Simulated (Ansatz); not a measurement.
**La on Nb(110): change of the work function**

Wanted: Δφ(θ) for La/Nb(110), starting from the hollow site.

Calculated with Ansatz 0.2.0; plane-wave DFT, PBE, Ansatz PAW.

**1. Set-up**

The cell holds 4 atoms: 4 Nb. Cell: a = 2.858 Å, b = 2.858 Å, c = 25.000 Å, α = 90.0°, β = 90.0°, γ = 70.5°. Vacuum lies along c.

**2. The clean slab**

The bare slab comes first, as the zero from which every change is counted. The two lowest layers are held at bulk places and the upper ones relax. The dipole correction removes the false field that a one-sided slab makes across the periodic vacuum, so each face gets a flat vacuum level of its own.

Input file input.yaml:

```yaml
crystal:
  lattice:
    - [2.3334523779, -1.65, 0.0]
    - [2.3334523779, 1.65, 0.0]
    - [0.0, 0.0, 25.0003571337]
  atoms:
    - { symbol: Nb, position: [0.0, 0.0, 0.3599948573] }
    - { symbol: Nb, position: [0.5, 0.5, 0.4533316191] }
    - { symbol: Nb, position: [0.0, 0.0, 0.5466683809] }
    - { symbol: Nb, position: [0.5, 0.5, 0.6400051427] }
kpoints:
  mp_grid: { grid: [12, 12, 1] }
hamiltonian:
  xc: pbe
scf:
  occupations: { method: fermi_dirac, width: 0.1 }
  convergence: { dr2_threshold: 1.0e-08 }
efield:
  axis: 3
  dipole_correction: true
  ramp_position: 0.97
  ramp_width: 0.06
relax:
  f_tol: 0.02
  max_steps: 60
  constraints: [{ sites: [0, 1] }]
output:
  write_potential: true
  write_density: true
  volumetric_format: npy
```

Started as:

```
$ ansatz run input.yaml --threads 4 --pin off --max-ram 16384MiB --backend cpu --events-out ev --progress --plain --runs-dir out
```

Numbers of over 12 decimals in the logs are rounded to 6 here.

Output:

```text
Engine: ansatz 0.2.0, aarch64-unknown-linux-gnu
Pseudopotentials: kind: paw
Pseudopotential: Nb, paw, valence charge 13, recommended cutoff 420 eV (normal), Nb.paw.azcp
Functional definition: PBE
  parameter kappa = 0.804
  parameter beta = 0.066725
  exchange = pbe_x(kappa = kappa, mu = beta*pi^2/3)
  correlation = pbe_c(beta = beta)
Crystal: 4 atoms, lattice volume = 192.513 Å³
Basis set: ecut = 420 eV, 3769 PW (Γ), exchange–correlation on 40×40×360 points (8 copies of the dense FFT grid, shifted against one another)
Bands: 32, of which v1, the nominal top of the filled ones, is band 26 counted from 1 (25 counted from 0)
Symmetry: 4 space group operations
k-points: 43 of 144
Non-local potential: Nb, projectors of the file, l = 0: 3, l = 1: 2, l = 2: 2, l = 3: 1
PAW form: soft (Blöchl's): semilocal exchange-correlation on the pseudo side does not see the compensation charge
PAW one-centre angular grid: Nb, 590 points (default); XC on 64 Gauss nodes
Initial density: superposition of atomic densities (neutral atoms: chi_scale 0, normalization atom), corrected by the library's trained network
Initial wavefunctions: pseudopotential atomic-orbital guess
Functional: x = pbe(κ = 0.804, μ = 0.219515), c = pbe(β = 0.066725)
SCF iter   1: F=—  HF=-18207.315250 eV  |F-HF|=—  |Δ(HF+E_count)|=         —  Δρ=9.75e-3  dr2=3.31e0  ethr=1.77e-3  p=0.000 e·Å  D=2.85e-14 V/Å  ΔV_dip=-0.00 eV  dr2_dipole=3.46e-7  V_vac-E_F(+/−)=4.87/4.87 eV  ⟨swp⟩=7.8  Hψ=6620  notcnv=0
efield: sawtooth ramp at fractional position 0.9700 (set: `efield.ramp_position`, or a place that a band, a saddle search or an elastic batch's reference lends), width 0.0600; the density the first Hamiltonian is built on has a dipole p = 0.000 e·Å; the dipole correction subtracts the counter field D = 2.85e-14 V/Å, which shifts the + side's vacuum level by -0.00 eV against the − side's; the planar-averaged density in the ramp window peaks in size at 3.8e-6 e/Å³
preconditioner: auto → LDOS  [metal: Δε(μ)=0.022 eV  Ē_g=3.353 eV  σ=0.100 eV  W_gap=0.06  n_scr=16 (ndim 8)  ℏωp=12.0 eV  f_vac=0.550  D(μ)=4.82/eV (n_scr^D=16)  β→1.0]
SCF iter   2: F=—  HF=-18207.212039 eV  |F-HF|=—  |Δ(HF+E_count)|=   1.03e-1  Δρ=3.07e-3  dr2=1.93e-1  ethr=1.77e-3  p=-0.000 e·Å  D=-8.90e-6 V/Å  ΔV_dip=0.00 eV  dr2_dipole=7.29e-7  V_vac-E_F(+/−)=4.49/4.49 eV  ⟨swp⟩=2.1  Hψ=1844  notcnv=0
SCF iter   3: F=—  HF=-18207.208754 eV  |F-HF|=—  |Δ(HF+E_count)|=   3.28e-3  Δρ=5.93e-4  dr2=5.77e-3  ethr=3.70e-4  p=-0.000 e·Å  D=-3.40e-6 V/Å  ΔV_dip=0.00 eV  dr2_dipole=4.10e-8  V_vac-E_F(+/−)=4.55/4.55 eV  ⟨swp⟩=1.2  Hψ=1387  notcnv=0
SCF iter   4: F=—  HF=-18207.208629 eV  |F-HF|=—  |Δ(HF+E_count)|=   1.26e-4  Δρ=1.54e-4  dr2=7.62e-5  ethr=1.11e-5  p=0.000 e·Å  D=1.34e-7 V/Å  ΔV_dip=-0.00 eV  dr2_dipole=3.51e-10  V_vac-E_F(+/−)=4.53/4.53 eV  ⟨swp⟩=2.0  Hψ=1725  notcnv=0
SCF iter   5: F=—  HF=-18207.208643 eV  |F-HF|=—  |Δ(HF+E_count)|=   1.47e-5  Δρ=3.90e-5  dr2=6.01e-6  ethr=1.46e-7  p=0.000 e·Å  D=1.81e-7 V/Å  ΔV_dip=-0.00 eV  dr2_dipole=6.51e-11  V_vac-E_F(+/−)=4.53/4.53 eV  ⟨swp⟩=2.6  Hψ=2386  notcnv=0
SCF iter   6: F=—  HF=-18207.208496 eV  |F-HF|=—  |Δ(HF+E_count)|=   1.47e-4  Δρ=1.47e-5  dr2=2.08e-6  ethr=1.16e-8  p=-0.000 e·Å  D=-1.62e-7 V/Å  ΔV_dip=0.00 eV  dr2_dipole=6.95e-12  V_vac-E_F(+/−)=4.53/4.53 eV  ⟨swp⟩=3.0  Hψ=2770  notcnv=0
SCF iter   7: F=—  HF=-18207.208496 eV  |F-HF|=—  |Δ(HF+E_count)|=   1.30e-7  Δρ=4.32e-6  dr2=5.36e-8  ethr=4.00e-9  p=-0.000 e·Å  D=-7.89e-8 V/Å  ΔV_dip=0.00 eV  dr2_dipole=7.06e-14  V_vac-E_F(+/−)=4.53/4.53 eV  ⟨swp⟩=2.1  Hψ=1842  notcnv=0
SCF iter   8: F=-18207.208496 eV  HF=-18207.208496 eV  |F-HF|=1.09e-8  |Δ(HF+E_count)|=   6.18e-8  Δρ=1.14e-6  dr2=3.94e-9  ethr=1.92e-11  p=-0.000 e·Å  D=-4.82e-8 V/Å  ΔV_dip=0.00 eV  dr2_dipole=6.75e-14  V_vac-E_F(+/−)=4.53/4.53 eV  ⟨swp⟩=10.7  Hψ=10041  notcnv=0
SCF 1 converged in 8 iterations: F = -18207.208496 eV  dr2 = 3.94e-9
  greatest PAW one-centre occupation: 0.998 electrons in one spin orbital (limit 2), on the Nb atom at site 1 (counted from 0), in its partial waves of l = 0
relax step   1: F+E_penalty+E_count = -18207.20849629 eV  Δ(F+E_penalty+E_count) = +0.000e0 eV  max|allowed force component| = 3.894e-1 eV/Å  Δτ_max = 0.0000 Å  (8 SCF iters, accepted)
Initial density: handed on by an earlier stage of this run
Initial wavefunctions: those handed on with the density
iter 1 solved again at ethr=8.91e-4 eV; its pass at ethr=3.10e-3 eV (dr2=4.63e-1 eV) is discarded
SCF iter   1: F=—  HF=-18207.238086 eV  |F-HF|=—  |Δ(HF+E_count)|=         —  Δρ=7.19e-3  dr2=5.38e-1  ethr=8.91e-4  p=0.000 e·Å  D=2.41e-7 V/Å  ΔV_dip=-0.00 eV  dr2_dipole=3.75e-2  V_vac-E_F(+/−)=4.55/4.55 eV  ⟨swp⟩=1.5  Hψ=5041  notcnv=0
efield: sawtooth ramp at fractional position 0.9700 (set: `efield.ramp_position`, or a place that a band, a saddle search or an elastic batch's reference lends), width 0.0600; the density the first Hamiltonian is built on has a dipole p = 0.000 e·Å; the dipole correction subtracts the counter field D = 2.41e-7 V/Å, which shifts the + side's vacuum level by -0.00 eV against the − side's; the planar-averaged density in the ramp window peaks in size at 1.7e-6 e/Å³
eigensolver tolerance schedule calibrated: the retry pair's looser diagonalisation under-reported the residual by θ = 0.14 (0.26/decade); ethr = c·dr2/N_el runs at the constant in force after the calibration composes with the one it found (an armed cap, an earlier calibration), c = 1.5e-2
preconditioner: auto → LDOS  [metal: Δε(μ)=0.018 eV  Ē_g=3.370 eV  σ=0.100 eV  W_gap=0.04  n_scr=16 (ndim 8)  ℏωp=12.0 eV  f_vac=0.554  D(μ)=5.21/eV (n_scr^D=16)  β→1.0]
SCF iter   2: F=—  HF=-18207.209043 eV  |F-HF|=—  |Δ(HF+E_count)|=   2.90e-2  Δρ=3.22e-3  dr2=5.71e-2  ethr=1.58e-4  p=0.007 e·Å  D=6.44e-3 V/Å  ΔV_dip=-0.16 eV  dr2_dipole=5.95e-4  V_vac-E_F(+/−)=4.37/4.53 eV  ⟨swp⟩=3.3  Hψ=2989  notcnv=0
SCF iter   3: F=—  HF=-18207.204924 eV  |F-HF|=—  |Δ(HF+E_count)|=   4.12e-3  Δρ=1.43e-3  dr2=1.52e-2  ethr=1.68e-5  p=0.003 e·Å  D=2.81e-3 V/Å  ΔV_dip=-0.07 eV  dr2_dipole=7.68e-6  V_vac-E_F(+/−)=4.46/4.54 eV  ⟨swp⟩=3.1  Hψ=2994  notcnv=0
SCF iter   4: F=—  HF=-18207.202553 eV  |F-HF|=—  |Δ(HF+E_count)|=   2.37e-3  Δρ=3.42e-4  dr2=7.98e-4  ethr=4.45e-6  p=0.004 e·Å  D=3.39e-3 V/Å  ΔV_dip=-0.08 eV  dr2_dipole=2.67e-7  V_vac-E_F(+/−)=4.44/4.53 eV  ⟨swp⟩=2.6  Hψ=2412  notcnv=0
SCF iter   5: F=—  HF=-18207.202529 eV  |F-HF|=—  |Δ(HF+E_count)|=   2.35e-5  Δρ=9.09e-5  dr2=2.93e-5  ethr=2.34e-7  p=0.004 e·Å  D=3.58e-3 V/Å  ΔV_dip=-0.09 eV  dr2_dipole=4.90e-7  V_vac-E_F(+/−)=4.44/4.53 eV  ⟨swp⟩=3.2  Hψ=2733  notcnv=0
SCF iter   6: F=—  HF=-18207.202389 eV  |F-HF|=—  |Δ(HF+E_count)|=   1.40e-4  Δρ=2.49e-5  dr2=4.44e-6  ethr=8.60e-9  p=0.004 e·Å  D=3.50e-3 V/Å  ΔV_dip=-0.09 eV  dr2_dipole=1.74e-6  V_vac-E_F(+/−)=4.44/4.53 eV  ⟨swp⟩=3.0  Hψ=2702  notcnv=0
SCF iter   7: F=—  HF=-18207.202390 eV  |F-HF|=—  |Δ(HF+E_count)|=   4.75e-7  Δρ=7.49e-6  dr2=1.67e-7  ethr=1.30e-9  p=0.004 e·Å  D=3.50e-3 V/Å  ΔV_dip=-0.09 eV  dr2_dipole=3.59e-9  V_vac-E_F(+/−)=4.44/4.53 eV  ⟨swp⟩=2.7  Hψ=2651  notcnv=0
SCF iter   8: F=-18207.202390 eV  HF=-18207.202390 eV  |F-HF|=1.21e-8  |Δ(HF+E_count)|=   1.49e-7  Δρ=1.97e-6  dr2=9.33e-9  ethr=2.94e-12  p=0.004 e·Å  D=3.48e-3 V/Å  ΔV_dip=-0.09 eV  dr2_dipole=2.89e-9  V_vac-E_F(+/−)=4.44/4.53 eV  ⟨swp⟩=8.0  Hψ=10634  notcnv=0
SCF 2 converged in 8 iterations: F = -18207.202390 eV  dr2 = 9.33e-9
  greatest PAW one-centre occupation: 0.998 electrons in one spin orbital (limit 2), on the Nb atom at site 2 (counted from 0), in its partial waves of l = 0
relax step   2: F+E_penalty+E_count = -18207.20238996 eV  Δ(F+E_penalty+E_count) = +6.106e-3 eV  max|allowed force component| = 5.460e-1 eV/Å  Δτ_max = 0.1121 Å  (8 SCF iters, rejected (line search))
SCF iter   1: F=—  HF=-18207.232312 eV  |F-HF|=—  |Δ(HF+E_count)|=         —  Δρ=3.81e-3  dr2=1.71e-1  ethr=2.81e-3  p=0.004 e·Å  D=3.48e-3 V/Å  ΔV_dip=-0.09 eV  dr2_dipole=1.74e-2  V_vac-E_F(+/−)=4.43/4.51 eV  ⟨swp⟩=3.3  Hψ=2664  notcnv=0
efield: sawtooth ramp at fractional position 0.9700 (set: `efield.ramp_position`, or a place that a band, a saddle search or an elastic batch's reference lends), width 0.0600; the density the first Hamiltonian is built on has a dipole p = 0.004 e·Å; the dipole correction subtracts the counter field D = 3.48e-3 V/Å, which shifts the + side's vacuum level by -0.09 eV against the − side's; the planar-averaged density in the ramp window peaks in size at 6.3e-7 e/Å³
preconditioner: auto → LDOS  [metal: Δε(μ)=0.008 eV  Ē_g=3.319 eV  σ=0.100 eV  W_gap=0.02  n_scr=16 (ndim 8)  ℏωp=12.0 eV  f_vac=0.550  D(μ)=5.23/eV (n_scr^D=16)  β→1.0]
SCF iter   2: F=—  HF=-18207.224856 eV  |F-HF|=—  |Δ(HF+E_count)|=   7.46e-3  Δρ=1.60e-3  dr2=1.23e-2  ethr=3.28e-4  p=0.001 e·Å  D=6.92e-4 V/Å  ΔV_dip=-0.02 eV  dr2_dipole=1.65e-4  V_vac-E_F(+/−)=4.51/4.53 eV  ⟨swp⟩=2.0  Hψ=2164  notcnv=0
SCF iter   3: F=—  HF=-18207.224244 eV  |F-HF|=—  |Δ(HF+E_count)|=   6.13e-4  Δρ=7.77e-4  dr2=4.90e-3  ethr=2.36e-5  p=0.002 e·Å  D=2.17e-3 V/Å  ΔV_dip=-0.05 eV  dr2_dipole=2.59e-4  V_vac-E_F(+/−)=4.47/4.53 eV  ⟨swp⟩=3.0  Hψ=2617  notcnv=0
SCF iter   4: F=—  HF=-18207.223479 eV  |F-HF|=—  |Δ(HF+E_count)|=   7.65e-4  Δρ=1.96e-4  dr2=2.48e-4  ethr=9.42e-6  p=0.002 e·Å  D=1.60e-3 V/Å  ΔV_dip=-0.04 eV  dr2_dipole=3.10e-5  V_vac-E_F(+/−)=4.49/4.53 eV  ⟨swp⟩=2.2  Hψ=1964  notcnv=0
SCF iter   5: F=—  HF=-18207.223472 eV  |F-HF|=—  |Δ(HF+E_count)|=   6.98e-6  Δρ=5.31e-5  dr2=1.59e-5  ethr=4.77e-7  p=0.001 e·Å  D=1.41e-3 V/Å  ΔV_dip=-0.04 eV  dr2_dipole=1.61e-7  V_vac-E_F(+/−)=4.49/4.53 eV  ⟨swp⟩=2.1  Hψ=1981  notcnv=0
SCF iter   6: F=—  HF=-18207.223476 eV  |F-HF|=—  |Δ(HF+E_count)|=   4.05e-6  Δρ=1.30e-5  dr2=6.58e-7  ethr=3.06e-8  p=0.002 e·Å  D=1.41e-3 V/Å  ΔV_dip=-0.04 eV  dr2_dipole=8.08e-8  V_vac-E_F(+/−)=4.49/4.53 eV  ⟨swp⟩=2.4  Hψ=2238  notcnv=0
SCF iter   7: F=—  HF=-18207.223328 eV  |F-HF|=—  |Δ(HF+E_count)|=   1.48e-4  Δρ=4.71e-6  dr2=9.91e-8  ethr=1.27e-9  p=0.001 e·Å  D=1.40e-3 V/Å  ΔV_dip=-0.04 eV  dr2_dipole=1.72e-8  V_vac-E_F(+/−)=4.49/4.53 eV  ⟨swp⟩=3.0  Hψ=2706  notcnv=0
SCF iter   8: F=-18207.223328 eV  HF=-18207.223328 eV  |F-HF|=7.40e-9  |Δ(HF+E_count)|=   5.84e-8  Δρ=1.53e-6  dr2=8.89e-9  ethr=1.92e-11  p=0.001 e·Å  D=1.41e-3 V/Å  ΔV_dip=-0.04 eV  dr2_dipole=7.79e-10  V_vac-E_F(+/−)=4.49/4.53 eV  ⟨swp⟩=8.6  Hψ=10247  notcnv=0
SCF 3 converged in 8 iterations: F = -18207.223328 eV  dr2 = 8.89e-9
relax step   3: F+E_penalty+E_count = -18207.22332794 eV  Δ(F+E_penalty+E_count) = -1.483e-2 eV  max|allowed force component| = 4.453e-3 eV/Å  Δτ_max = 0.0537 Å  (8 SCF iters, accepted)
NSCF: frozen V_eff on 43 k-points
the search or the solves at the SCF's close seem to have found levels that the self-consistency loop had missed (the run counts 1). By its estimate they hold under 1e-12 electrons; where the run keeps them, the occupations were computed again with them
WARN: The output density's exchange-correlation potential varies sharply where the density is thin. Do not read a vacuum level from v_tot or v_xc, or from such a field of the output density. On a cell that repeats whose density bears no net charge and no dipole along the vacuum's axis use v_es (v_loc + v_h of the components); under efield.dipole_correction with no amplitude use v_es + v_field, which holds any externa [...]
SCF converged after 8 iterations
Free energy (F): -18207.223328 eV
Harris-Foulkes:  -18207.223328 eV  (|F-HF|=7.40e-9)
Internal energy: -18207.049194 eV  (E = F + TS)
E sigma→0 (E₀):  -18207.136261 eV
Entropy (-TS):   -0.174134 eV (-43.533 meV/atom)
Fermi energy:    4.006922 eV
Dipole field:    D = 0.001448 V/Å  (p = 0.001540 e·Å, saw-weighted, corrected)
Work function:   Φ+ = 4.4924 eV   Φ− = 4.5286 eV
Levels:          The Fermi level and band energies are counted from a zero that moves with the ramp; work functions are not
--- Per-component energies (eV) ---
  E_band       = -991.310328
  E_kinetic    = 1574.965990
  E_local      = -56308.310229  (includes V_loc(G=0)·N_el)
  E_nonlocal   = 481.684187
  E_hartree    = 27269.689687
  E_xc         = -699.311284
  E_vxc        = -847.940007  (∫ρ·V_xc dr)
  E_paw        = -12294.007992  (= ΣΔE_a)
  E_vpaw       = -431.089472  (= ΣTr[D̂ρ^β])
  E_aug_tail   = 0.000027  (compensation charges beyond the density's cutoff)
  E_efield     = 0.000001  (sawtooth field / dipole correction)
  E_vefield    = 0.000464  (∫n·V_field dr)
  E_ewald      = 21768.240419
  E_smearing   = -0.174134  (= −TS)
  E_closure    = -0.000000  (closes the sum)
  Σ components = -18207.223328   (vs F -18207.223328, Δ=0.00e0)
--- Forces (eV/Å), atoms counted from 1 ---
  atom   1  Nb     0.00000000     0.00000000     0.34062080
  atom   2  Nb     0.00000000     0.00000000    -0.33312820
  atom   3  Nb     0.00000000     0.00000000    -0.00306116
  atom   4  Nb     0.00000000     0.00000000    -0.00445260
  max |Σ_I F_I| component: 2.12e-5 eV/Å
--- Band table (eV; the first three rows and the last of 43) ---
  k-point 0: bands = [... 22 lower, 3.4466, 3.5123, 3.6764, 4.0611, 4.1727, 4.6389, 4.6520, 5.6784, ... 2 higher]
  k-point 1: bands = [... 22 lower, 3.4048, 3.4548, 3.6401, 4.0028, 4.2565, 4.3791, 4.7400, 5.2644, ... 2 higher]
  k-point 2: bands = [... 22 lower, 3.1785, 3.3530, 3.5747, 3.7357, 3.8698, 4.4583, 4.7888, 5.0334, ... 2 higher]
  k-point 42: bands = [... 22 lower, 2.6735, 3.3174, 3.8761, 5.5518, 5.7661, 6.0386, 6.2753, 6.6835, ... 2 higher]
--- Relaxed structure (3 steps of the walk, 2 accepted, 0 SCFs on fresh bases) ---
  F+E_penalty+E_count = -18207.22332794 eV   max|allowed force component| = 4.453e-3 eV/Å
  atoms:
    - { symbol: Nb, position: [0.0, 0.0, 0.359995] }
    - { symbol: Nb, position: [0.5, 0.5, 0.4533316191] }
    - { symbol: Nb, position: [0.0, 0.0, 0.547835] }
    - { symbol: Nb, position: [0.5, 0.5, 0.637856] }
```

It took 18 s on 4 threads of Arm Neoverse V1, shared host; peak memory 0.56 GiB; 70 s of CPU time.

Step by step:

```csv
step,energy less that of the first step (eV),largest force component (eV/Å)
1,0.0000,0.3894
2,0.0061,0.5460
3,-0.0148,0.0045
```

Relaxation step 2 was tried and not accepted.

The run keeps the 4 symmetry operations that it works with, so distortions that break them were not tested.

The atoms that moved most (Å):

```csv
atom,dx,dy,dz,length
Nb4,0.000,0.000,-0.054,0.054
Nb3,0.000,0.000,0.029,0.029
```

The relaxed structure:

```xyz
4
Lattice="2.3335 -1.6500 0.0000 2.3335 1.6500 0.0000 0.0000 0.0000 25.0004" Properties=species:S:1:pos:R:3
Nb    0.0000    0.0000    9.0000
Nb    2.3335    0.0000   11.3335
Nb    0.0000    0.0000   13.6961
Nb    2.3335    0.0000   15.9466
```

Numbers from this step:

```yaml
energy_at_zero_smearing: -18207.1363 eV
work_function_upper_face: 4.492 eV
work_function_lower_face: 4.529 eV
dipole_along_the_normal: 0.001540 e·Å
step_between_the_vacuum_levels: -0.03620 eV
```

Running mean over 2.333 Å of the planar mean; the ramp of the sawtooth is left out. Table of electron's electrostatic potential energy less the Fermi level by z:

```csv
z (Å),electron's electrostatic potential energy less the Fermi level (eV)
4,4.53
5,4.51
6,4.34
7,2.78
8,-5.88
9,-11.0
10,-11.0
11,-10.9
12,-10.8
13,-10.7
14,-11.2
15,-11.8
16,-11.1
17,-5.33
18,2.95
19,4.33
20,4.48
21,4.49
```

The relaxation took 3 steps and lowered the energy by 0.015 eV; the largest force on the free atoms ends at 0.0045 eV/Å.

The work function of the upper face is 4.49 eV.

[end of part 1 of 3]

[Logs are printed without paths, hosts, clocks, repeated set-up lines and the standing remarks that a program may print on its own settings, such as how far it seeks lower states.]

[Hosts, paths, dates, database ids (printed as entryN), source tags and the programs' standing remarks are cut or masked in the printed files.]

[Maps of the electrostatic potential energy from Ansatz leave out the sawtooth potential of an applied field or a dipole correction, so their vacuum need not be flat; planar profiles and work functions include it.]
